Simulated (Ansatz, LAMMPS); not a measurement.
# A frame of liquid aqueous KCl from 333 K (171 atoms): geometry optimisation, part 2 of 3

Wanted: the relaxed structure of a frame of liquid aqueous KCl from 333 K (171 atoms) and its electronic structure.

Ansatz 0.2.0; Kohn-Sham DFT, PBEsol, PAW (set soft_2), plane waves.

The cell: 53 O, 106 H, 6 K and 6 Cl. The network of contacts between molecules at the start is that of the classical potential that made the cell. The functional has no dispersion term. The density was typed from a rule of thumb and may lie off the real one at this temperature. The Brillouin zone is sampled at Γ only, in a cell whose shortest periodic width is 12 Å.

So far. Step 3 (Single point at the start): The r.m.s. force component of 0.47 eV/Å and the pressure of -2.5 GPa set the starting point.

### 4. Relaxation

With the cell held, the atoms are moved downhill towards a nearby minimum.

The input, input.yaml:

```yaml
crystal:
  lattice:
    - [12.48006, 0.0, 0.0]
    - [0.0, 12.48006, 0.0]
    - [0.0, 0.0, 12.48006]
  atoms:
    [... the 171 atom lines of step 3 ...]
kpoints:
  mp_grid: { grid: [1, 1, 1] }
hamiltonian:
  xc: pbesol
scf:
  occupations: { method: gaussian, width: 0.025 }
output:
  forces: true
relax:
  f_tol: 0.05
  max_steps: 200
```

Launch:

```sh
ansatz run input.yaml --threads 4 --pin off --max-ram 8192MiB --backend cpu --events-out ev --progress --plain --runs-dir out
```

Numbers of over 12 decimals in the logs are rounded to 6 here.

The log of the run:

```text
[...]
Crystal: 171 atoms, lattice volume = 1943.793 Å³
Basis set: ecut = 420 eV, 37993 PW (Γ), exchange–correlation on 180×180×180 points (8 copies of the dense FFT grid, shifted against one another)
Bands: 431, of which v1, the nominal top of the filled ones, is band 260 counted from 1 (259 counted from 0)
Symmetry: 1 space group operations
[...]
k-points: 1
[...]
SCF iter   1: F=—  HF=-46888.305040 eV  |F-HF|=—  |Δ(HF+E_count)|=         —  Δρ=5.71e-3  dr2=5.77e-1  ethr=1.77e-3  ⟨swp⟩=6.0  Hψ=2000  notcnv=0  defer=107
[...]
SCF iter   6: F=-46888.102903 eV  HF=-46888.102911 eV  |F-HF|=8.17e-6  |Δ(HF+E_count)|=   6.21e-5  Δρ=5.73e-5  dr2=5.92e-5  ethr=1.20e-8  ⟨swp⟩=3.0  Hψ=1266  notcnv=0
SCF 1 converged in 6 iterations: F = -46888.102903 eV  dr2 = 5.92e-5
[...]
relax step   1: F+E_penalty+E_count = -46888.10290332 eV  Δ(F+E_penalty+E_count) = +0.000e0 eV  max|allowed force component| = 1.197e0 eV/Å  Δτ_max = 0.0000 Å  (6 SCF iters, dr2 threshold 6.25e-5 eV, accepted)
[...]
relax step   2: F+E_penalty+E_count = -46892.31230591 eV  Δ(F+E_penalty+E_count) = -4.209e0 eV  max|allowed force component| = 9.934e-1 eV/Å  Δτ_max = 0.1911 Å  (7 SCF iters, dr2 threshold 8.95e-5 eV, accepted)
[...]
relax step   3: F+E_penalty+E_count = -46894.23139609 eV  Δ(F+E_penalty+E_count) = -1.919e0 eV  max|allowed force component| = 1.402e0 eV/Å  Δτ_max = 0.1937 Å  (7 SCF iters, dr2 threshold 6.17e-5 eV, accepted)
relax step   4: F+E_penalty+E_count = -46895.53847867 eV  Δ(F+E_penalty+E_count) = -1.307e0 eV  max|allowed force component| = 1.116e0 eV/Å  Δτ_max = 0.1950 Å  (7 SCF iters, dr2 threshold 1.00e-4 eV, accepted)
relax step   5: F+E_penalty+E_count = -46896.45861843 eV  Δ(F+E_penalty+E_count) = -9.201e-1 eV  max|allowed force component| = 1.082e0 eV/Å  Δτ_max = 0.1905 Å  (7 SCF iters, dr2 threshold 1.00e-4 eV, accepted)
relax step   6: F+E_penalty+E_count = -46897.13802430 eV  Δ(F+E_penalty+E_count) = -6.794e-1 eV  max|allowed force component| = 8.809e-1 eV/Å  Δτ_max = 0.2000 Å  (7 SCF iters, dr2 threshold 1.00e-4 eV, accepted)
relax step   7: F+E_penalty+E_count = -46897.75879873 eV  Δ(F+E_penalty+E_count) = -6.208e-1 eV  max|allowed force component| = 7.525e-1 eV/Å  Δτ_max = 0.1948 Å  (7 SCF iters, dr2 threshold 1.00e-4 eV, accepted)
relax step   8: F+E_penalty+E_count = -46898.21998335 eV  Δ(F+E_penalty+E_count) = -4.612e-1 eV  max|allowed force component| = 5.490e-1 eV/Å  Δτ_max = 0.2000 Å  (7 SCF iters, dr2 threshold 1.00e-4 eV, accepted)
relax step   9: F+E_penalty+E_count = -46898.54873131 eV  Δ(F+E_penalty+E_count) = -3.287e-1 eV  max|allowed force component| = 7.683e-1 eV/Å  Δτ_max = 0.1942 Å  (7 SCF iters, dr2 threshold 1.00e-4 eV, accepted)
relax step  10: F+E_penalty+E_count = -46898.78262175 eV  Δ(F+E_penalty+E_count) = -2.339e-1 eV  max|allowed force component| = 3.968e-1 eV/Å  Δτ_max = 0.1949 Å  (7 SCF iters, dr2 threshold 1.00e-4 eV, accepted)
relax step  11: F+E_penalty+E_count = -46898.90658985 eV  Δ(F+E_penalty+E_count) = -1.240e-1 eV  max|allowed force component| = 3.264e-1 eV/Å  Δτ_max = 0.1944 Å  (7 SCF iters, dr2 threshold 4.20e-5 eV, accepted)
relax step  12: F+E_penalty+E_count = -46898.99552766 eV  Δ(F+E_penalty+E_count) = -8.894e-2 eV  max|allowed force component| = 4.090e-1 eV/Å  Δτ_max = 0.1948 Å  (7 SCF iters, dr2 threshold 2.84e-5 eV, accepted)
relax step  13: F+E_penalty+E_count = -46899.06824809 eV  Δ(F+E_penalty+E_count) = -7.272e-2 eV  max|allowed force component| = 3.417e-1 eV/Å  Δτ_max = 0.1798 Å  (7 SCF iters, dr2 threshold 1.00e-4 eV, accepted)
relax step  14: F+E_penalty+E_count = -46899.16357454 eV  Δ(F+E_penalty+E_count) = -9.533e-2 eV  max|allowed force component| = 3.647e-1 eV/Å  Δτ_max = 0.1948 Å  (6 SCF iters, dr2 threshold 8.15e-5 eV, accepted)
relax step  15: F+E_penalty+E_count = -46899.27236619 eV  Δ(F+E_penalty+E_count) = -1.088e-1 eV  max|allowed force component| = 5.628e-1 eV/Å  Δτ_max = 0.1945 Å  (5 SCF iters, dr2 threshold 9.28e-5 eV, accepted)
relax step  16: F+E_penalty+E_count = -46899.39285638 eV  Δ(F+E_penalty+E_count) = -1.205e-1 eV  max|allowed force component| = 7.819e-1 eV/Å  Δτ_max = 0.1914 Å  (5 SCF iters, dr2 threshold 1.00e-4 eV, accepted)
relax step  17: F+E_penalty+E_count = -46899.54971030 eV  Δ(F+E_penalty+E_count) = -1.569e-1 eV  max|allowed force component| = 5.100e-1 eV/Å  Δτ_max = 0.1923 Å  (5 SCF iters, dr2 threshold 1.00e-4 eV, accepted)
relax step  18: F+E_penalty+E_count = -46899.65301329 eV  Δ(F+E_penalty+E_count) = -1.033e-1 eV  max|allowed force component| = 5.071e-1 eV/Å  Δτ_max = 0.2000 Å  (5 SCF iters, dr2 threshold 1.00e-4 eV, accepted)
relax step  19: F+E_penalty+E_count = -46899.72488799 eV  Δ(F+E_penalty+E_count) = -7.187e-2 eV  max|allowed force component| = 2.626e-1 eV/Å  Δτ_max = 0.1950 Å  (7 SCF iters, dr2 threshold 1.00e-4 eV, accepted)
relax step  20: F+E_penalty+E_count = -46899.76261758 eV  Δ(F+E_penalty+E_count) = -3.773e-2 eV  max|allowed force component| = 3.063e-1 eV/Å  Δτ_max = 0.0884 Å  (6 SCF iters, dr2 threshold 1.85e-5 eV, accepted)
relax step  21: F+E_penalty+E_count = -46899.80451011 eV  Δ(F+E_penalty+E_count) = -4.189e-2 eV  max|allowed force component| = 9.557e-2 eV/Å  Δτ_max = 0.2000 Å  (7 SCF iters, dr2 threshold 2.52e-5 eV, accepted)
relax step  22: F+E_penalty+E_count = -46899.84101231 eV  Δ(F+E_penalty+E_count) = -3.650e-2 eV  max|allowed force component| = 2.450e-1 eV/Å  Δτ_max = 0.1477 Å  (8 SCF iters, accepted)
relax step  23: F+E_penalty+E_count = -46899.89041888 eV  Δ(F+E_penalty+E_count) = -4.941e-2 eV  max|allowed force component| = 4.958e-1 eV/Å  Δτ_max = 0.1955 Å  (7 SCF iters, dr2 threshold 5.84e-6 eV, accepted)
relax step  24: F+E_penalty+E_count = -46899.94289560 eV  Δ(F+E_penalty+E_count) = -5.248e-2 eV  max|allowed force component| = 6.302e-1 eV/Å  Δτ_max = 0.1947 Å  (5 SCF iters, dr2 threshold 1.00e-4 eV, accepted)
relax step  25: F+E_penalty+E_count = -46899.97048662 eV  Δ(F+E_penalty+E_count) = -2.759e-2 eV  max|allowed force component| = 7.478e-1 eV/Å  Δτ_max = 0.1827 Å  (6 SCF iters, dr2 threshold 1.00e-4 eV, accepted)
[...]
relax step  30: F+E_penalty+E_count = -46900.11996230 eV  Δ(F+E_penalty+E_count) = -2.864e-2 eV  max|allowed force component| = 1.314e-1 eV/Å  Δτ_max = 0.2000 Å  (9 SCF iters, accepted)
[...]
relax step  46: F+E_penalty+E_count = -46900.50212030 eV  Δ(F+E_penalty+E_count) = -9.309e-3 eV  max|allowed force component| = 3.271e-1 eV/Å  Δτ_max = 0.0818 Å  (5 SCF iters, dr2 threshold 1.00e-4 eV, accepted)
relax step  47: F+E_penalty+E_count = -46900.52384179 eV  Δ(F+E_penalty+E_count) = -2.172e-2 eV  max|allowed force component| = 2.127e-1 eV/Å  Δτ_max = 0.1190 Å  (5 SCF iters, dr2 threshold 4.10e-5 eV, accepted)
relax step  48: F+E_penalty+E_count = -46900.53583736 eV  Δ(F+E_penalty+E_count) = -1.200e-2 eV  max|allowed force component| = 8.157e-2 eV/Å  Δτ_max = 0.0418 Å  (5 SCF iters, dr2 threshold 1.73e-5 eV, accepted)
relax step  49: F+E_penalty+E_count = -46900.55159195 eV  Δ(F+E_penalty+E_count) = -1.575e-2 eV  max|allowed force component| = 9.094e-2 eV/Å  Δτ_max = 0.1042 Å  (8 SCF iters, accepted)
relax step  50: F+E_penalty+E_count = -46900.56306208 eV  Δ(F+E_penalty+E_count) = -1.147e-2 eV  max|allowed force component| = 2.035e-1 eV/Å  Δτ_max = 0.1023 Å  (8 SCF iters, accepted)
relax step  51: F+E_penalty+E_count = -46900.58041589 eV  Δ(F+E_penalty+E_count) = -1.735e-2 eV  max|allowed force component| = 4.832e-1 eV/Å  Δτ_max = 0.1945 Å  (6 SCF iters, dr2 threshold 4.14e-5 eV, accepted)
relax step  52: F+E_penalty+E_count = -46900.61274372 eV  Δ(F+E_penalty+E_count) = -3.233e-2 eV  max|allowed force component| = 4.782e-1 eV/Å  Δτ_max = 0.1499 Å  (5 SCF iters, dr2 threshold 1.00e-4 eV, accepted)
relax step  53: F+E_penalty+E_count = -46900.65519131 eV  Δ(F+E_penalty+E_count) = -4.245e-2 eV  max|allowed force component| = 2.956e-1 eV/Å  Δτ_max = 0.1950 Å  (6 SCF iters, dr2 threshold 1.00e-4 eV, accepted)
relax step  54: F+E_penalty+E_count = -46900.68181516 eV  Δ(F+E_penalty+E_count) = -2.662e-2 eV  max|allowed force component| = 7.751e-2 eV/Å  Δτ_max = 0.2000 Å  (6 SCF iters, dr2 threshold 3.34e-5 eV, accepted)
relax step  55: F+E_penalty+E_count = -46900.69238506 eV  Δ(F+E_penalty+E_count) = -1.057e-2 eV  max|allowed force component| = 1.439e-1 eV/Å  Δτ_max = 0.1385 Å  (8 SCF iters, accepted)
relax step  56: F+E_penalty+E_count = -46900.69878478 eV  Δ(F+E_penalty+E_count) = -6.400e-3 eV  max|allowed force component| = 8.052e-2 eV/Å  Δτ_max = 0.0647 Å  (8 SCF iters, accepted)
relax step  57: F+E_penalty+E_count = -46900.68634538 eV  Δ(F+E_penalty+E_count) = +1.244e-2 eV  max|allowed force component| = 1.121e-1 eV/Å  Δτ_max = 0.2000 Å  (9 SCF iters, rejected (line search))
relax step  58: F+E_penalty+E_count = -46900.70486070 eV  Δ(F+E_penalty+E_count) = -6.076e-3 eV  max|allowed force component| = 2.808e-2 eV/Å  Δτ_max = 0.0975 Å  (8 SCF iters, accepted)
relax step  59: F+E_penalty+E_count = -46900.70685154 eV  Δ(F+E_penalty+E_count) = -1.991e-3 eV  max|allowed force component| = 1.106e-1 eV/Å  Δτ_max = 0.0992 Å  (8 SCF iters, accepted)
relax step  60: F+E_penalty+E_count = -46900.70833185 eV  Δ(F+E_penalty+E_count) = -1.480e-3 eV  max|allowed force component| = 1.221e-1 eV/Å  Δτ_max = 0.0782 Å  (8 SCF iters, accepted)
relax step  61: F+E_penalty+E_count = -46900.70960819 eV  Δ(F+E_penalty+E_count) = -1.276e-3 eV  max|allowed force component| = 1.950e-2 eV/Å  Δτ_max = 0.0263 Å  (5 SCF iters, dr2 threshold 1.49e-5 eV, accepted)
[...]
relax step  62: F+E_penalty+E_count = -46900.70960846 eV  Δ(F+E_penalty+E_count) = -2.698e-7 eV  max|allowed force component| = 1.951e-2 eV/Å  Δτ_max = 0.0000 Å  (4 SCF iters, accepted)
SCF converged after 4 iterations
Free energy (F): -46900.709608 eV
[...]
Internal energy: -46900.709608 eV  (E = F + TS)
E sigma→0 (E₀):  -46900.709608 eV
Fermi energy:    0.533793 eV
[...]
--- Forces (eV/Å), atoms counted from 1 ---
  atom   1  O     -0.00426192    -0.00283632     0.00093615
  atom   2  H      0.00297894     0.00250804    -0.00170877
  atom   3  H     -0.00013869     0.00149344    -0.00093818
  atom   4  O      0.00469313    -0.00114505    -0.00032282
  atom   5  H     -0.00083334    -0.00061478    -0.00079321
  atom   6  H     -0.00312817     0.00090440     0.00101271
  atom   7  O      0.00287289    -0.00388255    -0.00580863
  atom   8  H     -0.00060772     0.00560119    -0.00115322
  atom   9  H     -0.00344027     0.00205369     0.00096112
  atom  10  O      0.01215475     0.01145463     0.00051011
  atom  11  H     -0.01582771    -0.01372093     0.00255321
  atom  12  H      0.01143444     0.01072015    -0.00178751
  atom  13  O     -0.00311971    -0.00358586     0.00482932
  atom  14  H      0.00460460     0.00816191    -0.00052035
[...]
atom 170  Cl    -0.00024713     0.00083618     0.00072786
  atom 171  Cl    -0.00049100    -0.00048164    -0.00138248
  max |Σ_I F_I| component: 4.52e-5 eV/Å
--- Relaxed structure (62 steps of the walk, 61 accepted, 0 SCFs on fresh bases) ---
  F+E_penalty+E_count = -46900.70960846 eV   max|allowed force component| = 1.951e-2 eV/Å
  atoms:
    - { symbol: O, position: [0.214128, 0.299031, 0.724322] }
    - { symbol: H, position: [0.163640, 0.245946, 0.759507] }
    - { symbol: H, position: [0.167825, 0.354846, 0.691454] }
    - { symbol: O, position: [0.679249, 0.231156, -0.032038] }
[...]
- { symbol: Cl, position: [0.790125, 0.774419, 0.443742] }
```

Elapsed: 17 min, on 4 threads of Arm Neoverse V1, shared host; peak memory 2.6 GiB.

The steps of the relaxation (22 of 62):

```
step  energy less that of the first step (eV)  largest force component (eV/Å)
   1                                   0.0000                          1.1967
   4                                  -7.4356                          1.1161
   7                                  -9.6559                          0.7525
  10                                 -10.6797                          0.3968
  13                                 -10.9653                          0.3417
  16                                 -11.2900                          0.7819
  18                                 -11.5501                          0.5071
  21                                 -11.7016                          0.0956
  24                                 -11.8400                          0.6302
  27                                 -11.9562                          0.2197
  30                                 -12.0171                          0.1314
  33                                 -12.0989                          0.2141
  36                                 -12.1658                          0.2097
  39                                 -12.2532                          0.2622
  42                                 -12.3013                          0.8086
  45                                 -12.3899                          0.5287
  47                                 -12.4209                          0.2127
  50                                 -12.4602                          0.2035
  53                                 -12.5523                          0.2956
  56                                 -12.5959                          0.0805
  59                                 -12.6039                          0.1106
  62                                 -12.6067                          0.0195
```

Relaxation step 57 was tried and not accepted.

The atoms that moved most (Å):

```
 atom      dx      dy      dz  length
  H63  -1.979   0.408   0.367   2.053
Cl166  -1.029  -1.368   0.698   1.849
  H33  -1.008  -1.031   1.017   1.765
 H143   0.531  -0.061   1.637   1.722
  O16   0.781  -0.246  -1.514   1.721
 O142   0.595  -0.303   1.576   1.711
  H32  -1.229  -1.116   0.380   1.703
  O31  -1.115  -1.100   0.644   1.694
```

The relaxation changed the energy by -73.7 meV/atom, and atoms moved by 0.97 Å r.m.s., 2.1 Å at most.

### 5. Structure statistics after relaxation

Bonds before and after, by the cutoffs listed below:

```
pair  bonds before  bonds after  mean before (Å)  mean after (Å)  spread before (Å)  spread after (Å)
 H-O           106          106            1.000           1.000              0.000             0.012
 O-K            28           25            2.849           2.794              0.167             0.129
Cl-K             8            6            3.254           3.121              0.152             0.077
```

Density 1.20 g/cm³, 11.37 Å³ an atom.

Pair distribution functions g(r), in bins of 0.2 Å:

```
r (Å)  total   H-H   H-O  H-Cl   H-K   O-O  O-Cl
 0.90   3.12  0.00  8.10  0.00  0.00  0.00  0.00
 1.10   2.52  0.00  6.55  0.00  0.00  0.00  0.00
 1.30   0.00  0.00  0.00  0.00  0.00  0.00  0.00
 1.50   0.81  1.50  0.62  0.00  0.00  0.00  0.00
 1.70   1.52  1.35  2.60  0.00  0.00  0.00  0.00
 1.90   0.28  0.29  0.43  0.00  0.00  0.00  0.00
 2.10   0.89  1.79  0.03  4.36  0.00  0.00  0.00
 2.30   0.80  1.89  0.00  1.79  0.00  0.00  0.00
 2.50   0.37  0.74  0.00  0.41  0.00  0.67  0.00
 2.70   0.78  0.40  0.18  0.00  0.00  4.55  0.00
 2.90   0.68  0.47  0.87  0.00  0.87  0.67  0.28
 3.10   1.26  0.66  2.03  0.00  2.00  0.28  4.03
 3.30   1.06  0.84  1.45  0.22  2.22  0.30  2.00
 3.50   1.10  1.02  1.15  1.68  2.26  0.89  0.20
 3.70   1.13  1.41  0.91  2.15  0.91  0.85  0.36
 3.90   1.04  1.23  0.90  1.19  0.63  0.98  0.80
 4.10   1.01  1.11  0.97  0.65  0.79  1.08  1.17
 4.30   1.05  0.96  1.04  1.18  1.11  1.49  1.04
 4.50   1.06  1.02  1.06  1.02  0.90  1.48  0.72
 4.70   1.04  1.06  0.97  1.04  0.93  1.12  1.65
 4.90   1.04  0.91  1.08  1.01  1.07  1.08  1.13
 5.10   0.95  0.90  0.98  0.65  0.94  0.91  1.69
 5.30   0.96  0.96  1.10  0.96  0.69  0.60  0.79
 5.50   1.01  1.02  1.01  1.04  1.45  0.86  1.36
 5.70   0.99  1.06  0.93  1.24  1.23  0.81  0.60
 5.90   0.93  1.01  0.89  1.08  0.74  0.89  0.63
 6.10   0.94  0.94  0.93  0.99  0.98  1.08  0.53
```

Bonds by pair of elements; cutoffs follow the first minimum of g(r), held within bounds set by covalent radii, and pairs that aren't listed don't count as bonded:

```
pair A-B  cutoff (Å)  bonds  mean length (Å)  spread (Å)  shortest (Å)  B about A  A about B
     H-O        1.21    106                1       0.012         0.973          1          2
     O-K        3.27     25             2.79       0.129          2.62      0.472       4.17
    Cl-K        3.57      6             3.12       0.077          2.98          1          1
```

How many atoms have how many bonded neighbours:

```
element  mean  0    1   2   3  4  5  6
     Cl     1  1    4   1   0  0  0  0
      H     1  0  106   0   0  0  0  0
      K  5.17  0    0   0   0  2  1  3
      O  2.47  0    0  32  17  4  0  0
```

Bond angles, per cent of each kind in bins of 5°:

```
angle (°)  H-O-H  H-O-K  O-K-O  Cl-K-O
    60–65    0.0    0.0    2.3     4.8
    65–70    0.0    0.0    6.8     0.0
    70–75    0.0    0.0    9.1     4.8
    75–80    0.0    2.0    9.1     9.5
    80–85    0.0    4.0    4.5     4.8
    85–90    0.0    0.0   13.6     9.5
    90–95    0.0    8.0    4.5    19.0
   95–100    0.0    4.0    2.3     9.5
  100–105   30.2   10.0    4.5     0.0
  105–110   67.9    8.0    9.1     0.0
  110–115    1.9    4.0    4.5     4.8
  115–120    0.0   26.0    4.5     4.8
  120–125    0.0   12.0    4.5     4.8
  125–130    0.0   12.0    2.3     0.0
  130–135    0.0    4.0    2.3     4.8
  135–140    0.0    4.0    0.0     0.0
  140–145    0.0    0.0    2.3     4.8
  145–150    0.0    2.0    2.3     9.5
  150–155    0.0    0.0    0.0     0.0
  155–160    0.0    0.0    2.3     0.0
  160–165    0.0    0.0    4.5     0.0
  165–170    0.0    0.0    4.5     4.8
```

Bond angles (no mean is given where the spread exceeds 20°):

```
 angle  count  mean (°)  spread (°)
 H-O-H     53       106         2.3
 H-O-K     50       114        14.8
 O-K-O     44         -           -
Cl-K-O     21         -           -
 K-O-K      4      91.5         9.8
```

Hydrogen bonds between water molecules (O–O under 3.5 Å, H–O···O angle under 30°):

```
hydrogen bonds to other water  molecules
                            0          0
                            1          2
                            2         15
                            3         22
                            4         12
                            5          2
```

First shells of the ions:

```
ion  count                 shell  mean number
  K      6  water O within 3.6 A          4.5
```

Bond length by coordination (bonds to H left out):

```
element  coordination  atoms  mean bond length (Å)
     Cl             1      4                  3.16
     Cl             2      1                  3.05
      K             4      2                  2.85
      K             5      1                  2.83
      K             6      3                  2.87
      O             3     17                  2.80
      O             4      4                  2.78
```

Counting bonds as in the table, 67 % of Cl atoms have 1, all H atoms have 1, 50 % of K atoms have 6 and 60 % of O atoms have 2 bonded neighbours. The H-O-H angle averages 106° with a spread of 2°. The 53 water molecules hold 2.94 hydrogen bonds each to other water on average, with a mean O–O distance of 2.70 Å. Ion shells in this frame: K 4.5 (water O within 3.6 Å).

(Part 2 of 3 ends here.)

[Logs are printed without paths, hosts, clocks, repeated set-up lines and the standing remarks that a program may print on its own settings, such as how far it seeks lower states.]

[Hosts, paths, dates, database ids (printed as entryN), source tags and the programs' standing remarks are cut or masked in the printed files.]
